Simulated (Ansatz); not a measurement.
# SrO (Fm-3m): converging a phonon calculation, part 2 of 2

How do the frequencies of SrO (Fm-3m) move with q mesh, k mesh and cutoff?

Ansatz 0.2.0; DFT LDA, scalar-relativistic, plane waves, PAW.

So far. Step 11 (Another k mesh, q mesh 2×2×2): The highest optical mode at the zone centre (no LO-TO term) is 215.6 cm⁻¹, +0.0 cm⁻¹ against the base run. Step 12 (Another k mesh, k-mesh 12×12×12, q mesh 2×2×2): The highest optical mode at the zone centre (no LO-TO term) is 215.6 cm⁻¹, +0.0 cm⁻¹ against the base run. The relaxed cell has a = 5.064 Å (conventional setting).

The database entry behind the starting cell differs from later determinations by our own check (about 0.5 % short), so it need not match the best structure at ambient conditions.

## (13) Side by side (continued)

The phonon density of states has structure finer than the step of the table below, so its rows give means over 20 cm⁻¹, whole bins alone (the curve runs from 2.5 to 472 cm⁻¹). Peaks (cm⁻¹: height): 6×6×6 112.5: 0.0453, 192.5: 0.0460, 262.5: 0.0628; 8×8×8 112.5: 0.0453, 192.5: 0.0460, 262.5: 0.0630; 12×12×12 112.5: 0.0453, 192.5: 0.0460, 262.5: 0.0629.

The runs together. Table of phonon density of states by wavenumber; means over each step; values in 1/cm⁻¹/cell:

| wavenumber (cm⁻¹) | 6×6×6 | 8×8×8 | 12×12×12 |
| --- | --- | --- | --- |
| 20 | 1.8e-4 | 1.8e-4 | 1.8e-4 |
| 40 | 8.3e-4 | 8.3e-4 | 8.3e-4 |
| 60 | 0.00234 | 0.00234 | 0.00234 |
| 80 | 0.00603 | 0.00603 | 0.00603 |
| 100 | 0.0191 | 0.0191 | 0.0191 |
| 120 | 0.0412 | 0.0412 | 0.0412 |
| 140 | 0.0220 | 0.0220 | 0.0220 |
| 160 | 0.0147 | 0.0147 | 0.0147 |
| 180 | 0.0154 | 0.0154 | 0.0154 |
| 200 | 0.0216 | 0.0216 | 0.0216 |
| 220 | 0.00777 | 0.00774 | 0.00773 |
| 240 | 0.00997 | 0.00987 | 0.00984 |
| 260 | 0.0455 | 0.0455 | 0.0455 |
| 280 | 0.0291 | 0.0292 | 0.0292 |
| 300 | 0.0154 | 0.0154 | 0.0155 |
| 320 | 0.00632 | 0.00632 | 0.00632 |
| 340 | 0.00548 | 0.00548 | 0.00548 |
| 360 | 0.00582 | 0.00582 | 0.00583 |
| 380 | 0.00631 | 0.00631 | 0.00631 |
| 400 | 0.00689 | 0.00689 | 0.00689 |
| 420 | 0.00760 | 0.00760 | 0.00760 |
| 440 | 0.00669 | 0.00667 | 0.00667 |
| 460 | 0.00348 | 0.00349 | 0.00350 |

The runs together, line C_V. Table of C_V, 6×6×6 = 8×8×8 = 12×12×12 by temperature:

| temperature (K) | C_V, 6×6×6 = 8×8×8 = 12×12×12 (J/mol-atom/K) |
| --- | --- |
| 0 | 0 |
| 50 | 4.24 |
| 100 | 12.1 |
| 150 | 17.0 |
| 200 | 19.8 |
| 250 | 21.4 |
| 300 | 22.3 |
| 350 | 23.0 |
| 400 | 23.4 |
| 450 | 23.7 |
| 500 | 23.9 |
| 550 | 24.1 |
| 600 | 24.2 |
| 650 | 24.3 |
| 700 | 24.4 |
| 750 | 24.5 |
| 800 | 24.5 |
| 850 | 24.6 |
| 900 | 24.6 |
| 950 | 24.7 |
| 1000 | 24.7 |

## (14) Another cutoff, cutoff 170 eV, q mesh 2×2×2

The cutoff is set to 170 eV on a small fixed q mesh.

File input.yaml:

```yaml
crystal:
  lattice:
    - [0.0, 2.5321152066, 2.5321152066]
    - [2.5321152066, 0.0, 2.5321152066]
    - [2.5321152066, 2.5321152066, 0.0]
  atoms:
    - { symbol: Sr, position: [0.5, 0.5, 0.5] }
    - { symbol: O, position: [0.0, 0.0, 0.0] }
kpoints:
  mp_grid: { grid: [8, 8, 8] }
hamiltonian:
  xc: lda
scf:
  occupations: { method: fixed }
output:
  eigenvalues: true
phonons:
  method: dfpt
  qmesh: [2, 2, 2]
  temperatures: { t_max: 1000, t_step: 50 }
  qpath:
    path:
      - [[0.0, 0.0, 0.0], [0.5, 0.0, 0.5], [0.625, 0.25, 0.625]]
      - [[0.375, 0.375, 0.75], [0.0, 0.0, 0.0], [0.5, 0.5, 0.5], [0.5, 0.25, 0.75], [0.5, 0.0, 0.5]]
    npoints: 10
basis:
  ecutwfc: 170
```

Launch:

```sh
$ ansatz run input.yaml --threads 4 --pin off --max-ram 7168MiB --backend cpu --events-out ev --progress --plain --runs-dir out
```

It took 6.4 s on 4 threads of Arm Neoverse N1, shared host; peak memory 0.36 GiB.

The run finished; it serves as a test, and its numbers are not taken as the result.

## (15) Another cutoff, cutoff 230 eV, q mesh 2×2×2

The cutoff is set to 230 eV on a small fixed q mesh.

Edit input.yaml of step 14 so:

```diff
@@ -26,2 +26,2 @@
 basis:
-  ecutwfc: 170
+  ecutwfc: 230
```

The job ended after 8.1 s (4 threads; peak memory 0.39 GiB).

The run finished; it serves as a test, and its numbers are not taken as the result.

## (16) Another cutoff, cutoff 290 eV, q mesh 2×2×2

The cutoff is set to 290 eV on a small fixed q mesh.

Edit input.yaml of step 15 so:

```diff
@@ -26,2 +26,2 @@
 basis:
-  ecutwfc: 230
+  ecutwfc: 290
```

The job ended after 11 s (4 threads; peak memory 0.42 GiB).

The run finished; it serves as a test, and its numbers are not taken as the result.

## (17) Another cutoff, cutoff 360 eV, q mesh 2×2×2

The cutoff is set to 360 eV on a small fixed q mesh.

Edit input.yaml of step 16 so:

```diff
@@ -26,2 +26,2 @@
 basis:
-  ecutwfc: 290
+  ecutwfc: 360
```

The job ended after 12 s (4 threads; peak memory 0.45 GiB; 43 s of CPU time).

The highest optical mode at the zone centre (no LO-TO term) is 212.7 cm⁻¹, -2.9 cm⁻¹ against the base run.

## (18) Another cutoff, cutoff 550 eV, q mesh 2×2×2

The cutoff is set to 550 eV on a small fixed q mesh.

Edit input.yaml of step 17 so:

```diff
@@ -26,2 +26,2 @@
 basis:
-  ecutwfc: 360
+  ecutwfc: 550
```

Elapsed: 22 s, on 4 threads; peak memory 0.51 GiB; 83 s of CPU time.

The highest optical mode at the zone centre (no LO-TO term) is 216.2 cm⁻¹, +0.6 cm⁻¹ against the base run.

## (19) Outcome

* mean frequency, q mesh 2×2×2: 226 cm⁻¹
* mean frequency, q mesh 3×3×3: 226 cm⁻¹
* mean frequency, q mesh 6×6×6: 226 cm⁻¹
* highest optical mode at the zone centre (no LO-TO term), k-mesh 2×2×2: -234 cm⁻¹
* highest optical mode at the zone centre (no LO-TO term), k-mesh 4×4×4: 210 cm⁻¹
* highest optical mode at the zone centre (no LO-TO term), k-mesh 6×6×6: 215 cm⁻¹
* highest optical mode at the zone centre (no LO-TO term), k-mesh 8×8×8: 216 cm⁻¹
* highest optical mode at the zone centre (no LO-TO term), k-mesh 12×12×12: 216 cm⁻¹
* highest optical mode at the zone centre (no LO-TO term), cutoff 170 eV: -55.6 cm⁻¹
* highest optical mode at the zone centre (no LO-TO term), cutoff 230 eV: 218 cm⁻¹
* highest optical mode at the zone centre (no LO-TO term), cutoff 290 eV: 233 cm⁻¹
* highest optical mode at the zone centre (no LO-TO term), cutoff 360 eV: 213 cm⁻¹
* highest optical mode at the zone centre (no LO-TO term), cutoff 550 eV: 216 cm⁻¹

In words: Over the whole q mesh series, coarse runs included, the mean frequency runs from 225.7 to 226.4 cm⁻¹; from 2×2×2 on it stays within 0.7 cm⁻¹ of the finest run (6×6×6), against a tolerance of 2.3. The k mesh changes along this series too, so part of the change is its. Over the whole k mesh series, coarse runs included, the lowest mode on the q mesh (acoustic modes at Γ apart) runs from -234.4 to 110.8 cm⁻¹; from 6×6×6 on all solved modes stay within 0.3 cm⁻¹ of the finest run (12×12×12), against a tolerance of 4.4. Over the whole cutoff series, coarse runs included, the lowest mode on the q mesh (acoustic modes at Γ apart) runs from -129.5 to 115.9 cm⁻¹; from 360 eV on all solved modes stay within 3.5 cm⁻¹ of the finest run (550 eV), against a tolerance of 4.4. All runs share the cell relaxed at the base settings, which is not exactly at rest under another k mesh or cutoff. These are harmonic frequencies at zero temperature: anharmonic shifts, linewidths and thermal expansion are left out.

[Logs are printed without paths, hosts, clocks, repeated set-up lines and the standing remarks that a program may print on its own settings, such as how far it seeks lower states.]

[Hosts, paths, dates, database ids (printed as entryN), source tags and the programs' standing remarks are cut or masked in the printed files.]
